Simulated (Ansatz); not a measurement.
# What BaPbO3 (Pm-3m) distorts into, part 2 of 3

Wanted: the energy along a soft mode of BaPbO3 (Pm-3m) and the structure at the end.

Ansatz 0.2.0; DFT PBEsol, scalar-relativistic, plane waves, PAW; PAW set soft_1.

So far, highest frequency on the path or at a solved wavevector (cm⁻¹): step 2 (response at finite wavevector) 660. Also lowest frequency on the path (cm⁻¹): step 2 -163.

## 3. The mode frozen in, largest atomic shift 0 Å

The mode followed lies at q = (-0.5, -0.5, -0.5) with frequency 163.4i cm⁻¹ and is 3-fold degenerate, the softest among the wavevectors solved. At small amplitude the distorted cell has space group no. 74 by a symmetry search on the positions. The undistorted cell that holds it gives the zero of energy on the same k mesh.

System of this step: BaPbO3. It takes space group Pm-3m (No. 221, cubic). The conventional cell has a = 4.281 Å, b = 4.281 Å, c = 4.281 Å, α = 90.00°, β = 90.00°, γ = 90.00°. Nearest to Ba lie 12 O at 3.03 Å. Nearest to Pb lie 6 O at 2.14 Å. O has 2 Pb at 2.14 Å and 4 Ba at 3.03 Å nearest. Farther neighbours and most contacts between anions are not listed.

Contents of input.yaml:

```yaml
crystal:
  lattice:
    - [4.2810684894, 4.2810684894, 0.0]
    - [4.2810684894, 0.0, 4.2810684894]
    - [4.2810684894, 0.0, -4.2810684894]
  atoms:
    - { symbol: Ba, position: [0.5, 0.25, 0.75] }
    - { symbol: Ba, position: [0.5, 0.75, 0.25] }
    - { symbol: Pb, position: [0.0, 0.5, 0.5] }
    - { symbol: Pb, position: [0.0, 0.0, 1.0] }
    - { symbol: O, position: [0.5, 0.75, 0.75] }
    - { symbol: O, position: [0.5, 0.25, 0.25] }
    - { symbol: O, position: [0.0, 0.75, 0.25] }
    - { symbol: O, position: [0.0, 0.25, 0.75] }
    - { symbol: O, position: [0.0, 0.75, 0.75] }
    - { symbol: O, position: [0.0, 0.25, 0.25] }
kpoints:
  mp_grid: { grid: [8, 8, 8] }
hamiltonian:
  xc: pbesol
  pseudopotentials: { kind: paw, azcp: { folder: soft_1 }, xc_functional: pbe }
scf:
  occupations: { method: methfessel_paxton, width: 0.2 }
output:
  forces: true
  stress: true
  eigenvalues: true
```

On the command line:

```sh
$ ansatz run input.yaml --threads 4 --pin off --max-ram 10240MiB --backend cpu --events-out ev --progress --plain --runs-dir out
```

Numbers of over 12 decimals in the logs are rounded to 6 here.

What it wrote:

```text
[...]
Crystal: 10 atoms, lattice volume = 156.923 Å³
Basis set: ecut = 420 eV, 3119 PW (Γ), exchange–correlation on 90×90×90 points (8 copies of the dense FFT grid, shifted against one another)
Bands: 52, of which v1, the nominal top of the filled ones, is band 42 counted from 1 (41 counted from 0)
Symmetry: 96 space group operations
[...]
k-points: 29 of 512
[...]
k-point 0: bands = [... 38 lower, 9.0643, 9.0643, 9.0643, 9.1360, 9.1360, 13.8027, 13.8027, 13.9135, ... 6 higher]
  k-point 1: bands = [... 38 lower, 8.8616, 8.8616, 9.0257, 9.0447, 9.0447, 13.9236, 13.9721, 13.9721, ... 6 higher]
  k-point 2: bands = [... 38 lower, 8.5458, 8.9173, 8.9196, 8.9196, 9.6557, 13.6765, 14.4104, 14.4104, ... 6 higher]
  k-point 28: bands = [... 38 lower, 8.4333, 8.4333, 8.6711, 8.6711, 13.0165, 13.0166, 15.7466, 15.7466, ... 6 higher]
[key lines of the parts left out:]
SCF converged after 10 iterations
Free energy (F): -38606.999781 eV
Fermi energy:    9.133089 eV
P = ⅓ Tr σ = 0.0355 GPa (0.355 kbar)
```

Run time: 5.3 s. Hardware: 4 threads of Arm Neoverse V2, shared host; peak memory 0.6 GiB; 19 s of CPU time.

Numbers from this step:

```yaml
pressure: 0.03547 GPa
energy_from_the_undistorted_cell: 0 meV/atom
```

The run ends at a pressure of 0.04 GPa.

## 4. The mode frozen in, largest atomic shift 0.45 Å

The atoms are moved along the unstable eigenvector, the largest shift by 0.45 Å, with the cell fixed.

input.yaml, the sections that differ from step 3:

```yaml
crystal:
  lattice:
    - [4.2810684894, 4.2810684894, 0.0]
    - [4.2810684894, 0.0, 4.2810684894]
    - [4.2810684894, 0.0, -4.2810684894]
  atoms:
    - { symbol: Ba, position: [0.5, 0.25, 0.75] }
    - { symbol: Ba, position: [0.5, 0.75, 0.25] }
    - { symbol: Pb, position: [0.0, 0.5, 0.5] }
    - { symbol: Pb, position: [0.0, 0.0, 1.0] }
    - { symbol: O, position: [0.5, 0.7871633918, 0.7128366082] }
    - { symbol: O, position: [0.5, 0.2128366082, 0.2871633918] }
    - { symbol: O, position: [0.0743267837, 0.6756732163, 0.1756732163] }
    - { symbol: O, position: [-0.0743267837, 0.3243267837, 0.8243267837] }
    - { symbol: O, position: [0.0, 0.7871633918, 0.7128366082] }
    - { symbol: O, position: [0.0, 0.2128366082, 0.2871633918] }
# kpoints, hamiltonian, scf, output: as in step 3
```

What it wrote:

```text
[...]
Crystal: 10 atoms, lattice volume = 156.923 Å³
Basis set: ecut = 420 eV, 3119 PW (Γ), exchange–correlation on 90×90×90 points (8 copies of the dense FFT grid, shifted against one another)
Bands: 52, of which v1, the nominal top of the filled ones, is band 42 counted from 1 (41 counted from 0)
Symmetry: 8 space group operations
[...]
k-points: 95 of 512
[...]
k-point 0: bands = [... 38 lower, 8.5886, 8.7426, 8.7494, 8.9412, 9.1560, 13.7731, 13.9794, 14.0961, ... 5 higher]
  k-point 1: bands = [... 38 lower, 8.6058, 8.6249, 8.6411, 8.8756, 9.3113, 13.9400, 13.9865, 14.1594, ... 5 higher]
  k-point 2: bands = [... 38 lower, 8.4970, 8.5097, 8.5980, 8.7727, 9.7316, 13.3767, 14.5493, 14.5521, ... 5 higher]
  k-point 94: bands = [... 38 lower, 8.3242, 8.3242, 8.6458, 8.6458, 12.5122, 12.5122, 15.9200, 15.9200, ... 5 higher]
[key lines of the parts left out:]
SCF converged after 10 iterations
Free energy (F): -38607.273586 eV
Fermi energy:    8.950781 eV
P = ⅓ Tr σ = -0.1157 GPa (-1.157 kbar)
```

Wall time 15 s (4 threads); peak memory 0.85 GiB; 56 s of CPU time.

Numbers from this step:

- pressure: -0.1157 GPa
- gap on the k-mesh: 0.2148 eV
- energy from the undistorted cell: -27.57 meV/atom

The energy, extrapolated to zero smearing, is -27.57 meV/atom against the undistorted cell.

The run ends at a pressure of -0.12 GPa, with forces up to 0.31 eV/Å.

## 5. Energy along the mode, all amplitudes (two of the runs are shown above)

An imaginary frequency means negative curvature, so the energy should fall and then rise again as anharmonic terms take over.

This step gave:

```yaml
depth_at_the_lowest_point_sampled: 27.57 meV/atom
largest_atomic_shift_at_that_point: 0.45 Å
```

Table of energy from the parent by largest atomic shift:

| largest atomic shift (Å) | energy from the parent (meV/atom) |
| --- | --- |
| 0.000 | 0 |
| 0.040 | -0.468 |
| 0.080 | -1.85 |
| 0.140 | -5.44 |
| 0.220 | -12.3 |
| 0.320 | -21.4 |
| 0.450 | -27.6 |
| 0.600 | -11.9 |

Displacement at unit largest shift by atom:

| atom | x (Å) | y (Å) | z (Å) | size |
| --- | --- | --- | --- | --- |
| Ba1 | 0.000 | 0.000 | 0.000 | 0.000 |
| Ba2 | 0.000 | 0.000 | 0.000 | 0.000 |
| Pb3 | 0.000 | 0.000 | 0.000 | 0.000 |
| Pb4 | 0.000 | 0.000 | 0.000 | 0.000 |
| O5 | 0.000 | 0.000 | 0.707 | 0.707 |
| O6 | 0.000 | 0.000 | -0.707 | 0.707 |
| O7 | -0.707 | 0.707 | 0.000 | 1.000 |
| O8 | 0.707 | -0.707 | 0.000 | 1.000 |
| O9 | 0.000 | 0.000 | 0.707 | 0.707 |
| O10 | 0.000 | 0.000 | -0.707 | 0.707 |

The lowest of the steps tried is at 0.45 Å, 27.6 meV/atom below the parent; the bottom of the well need not coincide with a step.

## 6. Relaxing from the distorted cell

Starting from the lowest point found, all atoms and the cell are let go, so that strain and other modes of the same symmetry can join in.

input.yaml: that of step 4 with these lines changed.

```diff
@@ -27 +27,6 @@
   eigenvalues: true
+relax:
+  adjacent_minimum: "off"
+  f_tol: 0.002
+  max_steps: 120
+  cell: { stress_tol: 0.03 }
```

What it wrote:

```text
[...]
Crystal: 10 atoms, lattice volume = 156.923 Å³
Basis set: ecut = 420 eV, 3119 PW (Γ), exchange–correlation on 90×90×90 points (8 copies of the dense FFT grid, shifted against one another)
Bands: 52, of which v1, the nominal top of the filled ones, is band 42 counted from 1 (41 counted from 0)
Symmetry: 8 space group operations
[...]
k-points: 95 of 512
[...]
SCF iter   1: F=—  HF=-38610.767059 eV  |F-HF|=—  |Δ(HF+E_count)|=         —  Δρ=5.95e-2  dr2=8.78e0  ethr=3.10e-3  ⟨swp⟩=14.5  Hψ=30375  notcnv=0
[...]
SCF iter  10: F=-38607.273586 eV  HF=-38607.273586 eV  |F-HF|=5.10e-9  |Δ(HF+E_count)|=   9.54e-9  S|Δr|=    0.00e0  Δρ=3.54e-6  dr2=4.36e-8  ethr=1.19e-10  ⟨swp⟩=19.8  Hψ=35508  notcnv=0
SCF 1 converged in 10 iterations: F = -38607.273586 eV  dr2 = 4.36e-8
[...]
relax step   1: F+E_penalty+E_count = -38607.27358573 eV  Δ(F+E_penalty+E_count) = +0.000e0 eV  max|allowed force component| = 2.176e-1 eV/Å  Δτ_max = 0.0000 Å  P = -0.116 GPa  Ω = 156.923 Å³  (10 SCF iters, dr2 threshold 1.00e-7 eV, accepted)
Crystal: 10 atoms, lattice volume = 155.548 Å³
Basis set: ecut = 420 eV, 3037 PW (Γ), exchange–correlation on 90×90×90 points (8 copies of the dense FFT grid, shifted against one another)
[...]
SCF iter   7: F=-38607.262835 eV  HF=-38607.262835 eV  |F-HF|=1.16e-7  |Δ(HF+E_count)|=   3.36e-6  S|Δr|=    0.00e0  Δρ=2.68e-5  dr2=9.37e-7  ethr=1.19e-9  ⟨swp⟩=11.1  Hψ=31072  notcnv=0
SCF 2 converged in 7 iterations: F = -38607.262835 eV  dr2 = 9.37e-7
relax step   2: F+E_penalty+E_count = -38607.26283536 eV  Δ(F+E_penalty+E_count) = +1.075e-2 eV  max|allowed force component| = 3.852e-1 eV/Å  Δτ_max = 0.1149 Å  P = +1.089 GPa  Ω = 155.548 Å³  energy of the carried Pulay correction = +2.879e-3 eV  (7 SCF iters, dr2 threshold 1.00e-6 eV, rejected (line search))
Crystal: 10 atoms, lattice volume = 156.861 Å³
Basis set: ecut = 420 eV, 3079 PW (Γ), exchange–correlation on 90×90×90 points (8 copies of the dense FFT grid, shifted against one another)
[...]
SCF iter  12: F=-38607.306319 eV  HF=-38607.306319 eV  |F-HF|=1.46e-11  |Δ(HF+E_count)|=  1.46e-11  S|Δr|=    0.00e0  Δρ=5.81e-8  dr2=4.47e-12  ethr=1.00e-12  ⟨swp⟩=10.7  Hψ=25635  notcnv=0
SCF 3 converged in 12 iterations: F = -38607.306319 eV  dr2 = 4.47e-12
[...]
relax step   3: F+E_penalty+E_count = -38607.30631931 eV  Δ(F+E_penalty+E_count) = -3.273e-2 eV  max|allowed force component| = 1.005e-1 eV/Å  Δτ_max = 0.0511 Å  P = -0.205 GPa  Ω = 156.861 Å³  energy of the carried Pulay correction = +1.297e-4 eV  (12 SCF iters, accepted)
[...]
relax step   4: F+E_penalty+E_count = -38607.31270200 eV  Δ(F+E_penalty+E_count) = -6.383e-3 eV  max|allowed force component| = 5.216e-2 eV/Å  Δτ_max = 0.0281 Å  P = -0.139 GPa  Ω = 156.872 Å³  energy of the carried Pulay correction = +1.060e-4 eV  (6 SCF iters, dr2 threshold 1.00e-6 eV, accepted)
[...]
relax step   5: F+E_penalty+E_count = -38607.31483516 eV  Δ(F+E_penalty+E_count) = -2.133e-3 eV  max|allowed force component| = 1.242e-2 eV/Å  Δτ_max = 0.0133 Å  P = +0.245 GPa  Ω = 156.341 Å³  energy of the carried Pulay correction = +1.216e-3 eV  (5 SCF iters, dr2 threshold 1.70e-7 eV, accepted)
[...]
relax step   6: F+E_penalty+E_count = -38607.31453751 eV  Δ(F+E_penalty+E_count) = +2.976e-4 eV  max|allowed force component| = 9.108e-3 eV/Å  Δτ_max = 0.0091 Å  P = -0.013 GPa  Ω = 156.673 Å³  energy of the carried Pulay correction = +5.220e-4 eV  (5 SCF iters, dr2 threshold 2.19e-7 eV, accepted)
[...]
relax step   7: F+E_penalty+E_count = -38607.31463835 eV  Δ(F+E_penalty+E_count) = -1.008e-4 eV  max|allowed force component| = 4.662e-4 eV/Å  Δτ_max = 0.0037 Å  P = -0.004 GPa  Ω = 156.669 Å³  energy of the carried Pulay correction = +5.299e-4 eV  (5 SCF iters, dr2 threshold 5.18e-9 eV, accepted)
[...]
relax step   8: F+E_penalty+E_count = -38607.31446493 eV  Δ(F+E_penalty+E_count) = +1.734e-4 eV  max|allowed force component| = 7.608e-4 eV/Å  Δτ_max = 0.0000 Å  P = -0.003 GPa  Ω = 156.669 Å³  stress off target by 4.02e-2 GPa  SCF on the basis re-selected at this cell (its energy is not comparable with the rows above)  (5 SCF iters)
[...]
relax step   9: F+E_penalty+E_count = -38607.31449547 eV  Δ(F+E_penalty+E_count) = -3.055e-5 eV  max|allowed force component| = 6.234e-5 eV/Å  Δτ_max = 0.0002 Å  P = +0.001 GPa  Ω = 156.659 Å³  energy of the carried Pulay correction = +1.910e-5 eV  (4 SCF iters, dr2 threshold 4.05e-9 eV, accepted)
[...]
SCF iter   4: F=-38607.314481 eV  HF=-38607.314481 eV  |F-HF|=7.28e-12  |Δ(HF+E_count)|=   2.88e-8  S|Δr|=    0.00e0  Δρ=1.05e-7  dr2=1.21e-11  ethr=1.00e-12  ⟨swp⟩=10.3  Hψ=28851  notcnv=0
SCF 10 converged in 4 iterations: F = -38607.314481 eV  dr2 = 1.21e-11
relax step  10: F+E_penalty+E_count = -38607.31448110 eV  Δ(F+E_penalty+E_count) = +1.437e-5 eV  max|allowed force component| = 4.610e-5 eV/Å  Δτ_max = 0.0000 Å  P = +0.000 GPa  Ω = 156.659 Å³  stress off target by 2.92e-3 GPa  SCF on the basis re-selected at this cell (its energy is not comparable with the rows above)  (4 SCF iters)
[...]
SCF converged after 4 iterations
[...]
Free energy (F): -38607.314481 eV
[...]
Internal energy: -38607.339272 eV  (E = F + TS)
E sigma→0 (E₀):  -38607.320679 eV
Entropy (-TS):   0.024791 eV (2.479 meV/atom)
Fermi energy:    8.966595 eV
[...]
--- Forces (eV/Å), atoms counted from 1 ---
  atom   1  Ba     0.00004610    -0.00004610    -0.00000000
  atom   2  Ba    -0.00004610     0.00004610     0.00000000
  atom   3  Pb     0.00000000     0.00000000     0.00000000
  atom   4  Pb     0.00000000     0.00000000    -0.00000000
  atom   5  O      0.00000000    -0.00000000    -0.00000855
  atom   6  O      0.00000000     0.00000000     0.00000855
  atom   7  O     -0.00003216     0.00003216    -0.00000000
  atom   8  O      0.00003216    -0.00003216     0.00000000
  atom   9  O      0.00000000    -0.00000000    -0.00000855
  atom  10  O      0.00000000     0.00000000     0.00000855
  max |Σ_I F_I| component: 0.00e0 eV/Å
--- Stress (GPa, compression-positive) ---
        0.000855      -0.002062      -0.000000
       -0.002062       0.000855       0.000000
       -0.000000       0.000000      -0.000587
  P = ⅓ Tr σ = 0.0004 GPa (0.004 kbar)
--- Band table (eV; the first three rows and the last of 95) ---
  k-point 0: bands = [... 38 lower, 8.5505, 8.6264, 8.7762, 8.9388, 9.2262, 13.6848, 14.0793, 14.1381, ... 6 higher]
  k-point 1: bands = [... 38 lower, 8.5647, 8.5926, 8.6530, 8.8795, 9.3766, 13.8994, 13.9870, 14.2226, ... 6 higher]
  k-point 2: bands = [... 38 lower, 8.5069, 8.5495, 8.5812, 8.7875, 9.7740, 13.3595, 14.4668, 14.5984, ... 6 higher]
  k-point 94: bands = [... 38 lower, 8.3349, 8.3349, 8.6747, 8.6747, 12.4258, 12.4258, 15.8091, 15.8091, ... 6 higher]
--- Relaxed structure (8 steps of the walk, 7 accepted, 2 SCFs on fresh bases) ---
  F+E_penalty+E_count = -38607.31448110 eV   max|allowed force component| = 4.610e-5 eV/Å   (the final SCF, on the basis selected at the relaxed cell)
  cell:  # Å, volume = 156.6591 Å³
    - [4.255170, 4.255170, 0.0]
    - [4.289311, -0.034142, 4.257730]
    - [4.289311, -0.034142, -4.257730]
  atoms:
    - { symbol: Ba, position: [0.506838, 0.243162, 0.743162] }
    - { symbol: Ba, position: [0.493162, 0.756838, 0.256838] }
    - { symbol: Pb, position: [0.0, 0.5, 0.5] }
    - { symbol: Pb, position: [0.0, 0.0, 1.0] }
    - { symbol: O, position: [0.500000, 0.792783, 0.707217] }
    - { symbol: O, position: [0.500000, 0.207217, 0.292783] }
    - { symbol: O, position: [0.074099, 0.675901, 0.175901] }
    - { symbol: O, position: [-0.074099, 0.324099, 0.824099] }
    - { symbol: O, position: [-1.734723475976807e-18, 0.792783, 0.707217] }
    - { symbol: O, position: [0.0, 0.207217, 0.292783] }
```

Run time: 1.9 min. Hardware: 4 threads; peak memory 0.92 GiB.

The steps of the relaxation:

| step | energy less that of the first step (eV) | largest force component (eV/Å) | pressure (GPa) | volume (Å³) |
| --- | --- | --- | --- | --- |
| 1 | 0.0000 | 0.2176 | -0.12 | 156.92 |
| 2 | 0.0108 | 0.3852 | 1.09 | 155.55 |
| 3 | -0.0327 | 0.1005 | -0.21 | 156.86 |
| 4 | -0.0391 | 0.0522 | -0.14 | 156.87 |
| 5 | -0.0412 | 0.0124 | 0.24 | 156.34 |
| 6 | -0.0410 | 0.0091 | -0.01 | 156.67 |
| 7 | -0.0411 | 0.0005 | 0.00 | 156.67 |
| 8* | -0.0409 | 0.0008 | 0.00 | 156.67 |
| 9 | -0.0409 | 0.0001 | 0.00 | 156.66 |
| 10* | -0.0409 | 0.0000 | 0.00 | 156.66 |

Relaxation steps marked * repeat the geometry before them on a plane-wave basis chosen anew for their cell, so energy and pressure can jump there. Relaxation step 2 was tried and not accepted.

Forces are held to the 8 operations that the run works with; a distortion that breaks them can't arise in this run.

| conventional cell, symmetrised | before | after | change |
| --- | --- | --- | --- |
| a (Å) | 6.054 | 6.018 | -0.6 % |
| b (Å) | 8.562 | 8.515 | -0.5 % |
| c (Å) | 6.054 | 6.114 | +1.0 % |
| volume (Å³/atom) | 15.69 | 15.67 | -0.2 % |

The atoms that moved most (Å, as changes of fractional coordinates times the final cell):

| atom | dx | dy | dz | length |
| --- | --- | --- | --- | --- |
| O6 | 0.000 | 0.000 | -0.048 | 0.048 |
| O5 | 0.000 | 0.000 | 0.048 | 0.048 |
| O10 | 0.000 | 0.000 | -0.048 | 0.048 |
| O9 | 0.000 | 0.000 | 0.048 | 0.048 |
| Ba2 | 0.030 | -0.030 | 0.000 | 0.042 |
| Ba1 | -0.030 | 0.030 | 0.000 | 0.042 |

This step gave:

```yaml
pressure: 3.74e-4 GPa
volume_per_atom: 15.67 Å³
gap_on_the_k_mesh: 0.2693 eV
```

The distorted start has space group Imma; the relaxation ends in Imma.

## 7. The new phase in its own primitive cell

The relaxed structure is symmetrised, reduced to its primitive cell and relaxed tightly, as its phonons need.

Contents of input.yaml:

```yaml
crystal:
  lattice:
    - [-3.0088593848, 4.2577299004, 3.057142904]
    - [3.0088593848, -4.2577299004, 3.057142904]
    - [3.0088593848, 4.2577299004, -3.057142904]
  atoms:
    - { symbol: Ba, position: [0.2431622373, 0.4931622373, 0.75] }
    - { symbol: Ba, position: [0.7568377627, 0.5068377627, 0.25] }
    - { symbol: Pb, position: [0.5, 0.0, 0.5] }
    - { symbol: Pb, position: [0.0, 0.0, 0.0] }
    - { symbol: O, position: [0.792782972, 0.0, 0.292782972] }
    - { symbol: O, position: [0.207217028, 0.0, 0.707217028] }
    - { symbol: O, position: [0.6759013157, 0.9259013157, 0.75] }
    - { symbol: O, position: [0.3240986843, 0.0740986843, 0.25] }
    - { symbol: O, position: [0.792782972, 0.5, 0.792782972] }
    - { symbol: O, position: [0.207217028, 0.5, 0.207217028] }
kpoints:
  mp_grid: { grid: [8, 8, 8] }
hamiltonian:
  xc: pbesol
  pseudopotentials: { kind: paw, azcp: { folder: soft_1 }, xc_functional: pbe }
scf:
  occupations: { method: fixed }
output:
  forces: true
  stress: true
  eigenvalues: true
relax:
  adjacent_minimum: "off"
  f_tol: 0.001
  max_steps: 60
  cell: { stress_tol: 0.01 }
```

What it wrote:

```text
[...]
Crystal: 10 atoms, lattice volume = 156.659 Å³
Basis set: ecut = 420 eV, 3087 PW (Γ), exchange–correlation on 90×90×90 points (8 copies of the dense FFT grid, shifted against one another)
Bands: 52, of which v1, the nominal top of the filled ones, is band 42 counted from 1 (41 counted from 0)
Symmetry: 8 space group operations
[...]
k-points: 95 of 512
[...]
- { symbol: Ba, position: [0.756968, 0.506968, 0.250000] }
    - { symbol: Pb, position: [0.5, 0, 0.5] }
    - { symbol: Pb, position: [0, 0, 0] }
    - { symbol: O, position: [0.792758, 0.0, 0.292758] }
    - { symbol: O, position: [0.207242, -5.551115123125783e-17, 0.707242] }
    - { symbol: O, position: [0.675934, 0.925934, 0.75] }
    - { symbol: O, position: [0.324066, 0.074066, 0.25] }
    - { symbol: O, position: [0.792758, 0.5, 0.792758] }
    - { symbol: O, position: [0.207242, 0.5, 0.207242] }
[key lines of the parts left out:]
SCF converged after 5 iterations
Free energy (F): -38607.322806 eV
Fermi energy:    8.954088 eV
P = ⅓ Tr σ = -0.0009 GPa (-0.009 kbar)
```

Wall time 49 s (4 threads); peak memory 0.92 GiB.

Little changed from the start: no atom moved by 0.005 Å and no cell edge by 0.1 %.

This step gave:

```yaml
pressure: -9.01e-4 GPa
gap_on_the_k_mesh: 0.2686 eV
direct_gap_on_mesh: 0.2854 eV
```

The largest force component left is 0.72 meV/Å and the pressure is -0.001 GPa, within the tolerances set. The cell now holds 15.67 Å³/atom.

[end of part 2 of 3]

[Logs are printed without paths, hosts, clocks, repeated set-up lines and the standing remarks that a program may print on its own settings, such as how far it seeks lower states.]

[Hosts, paths, dates, database ids (printed as entryN), source tags and the programs' standing remarks are cut or masked in the printed files.]
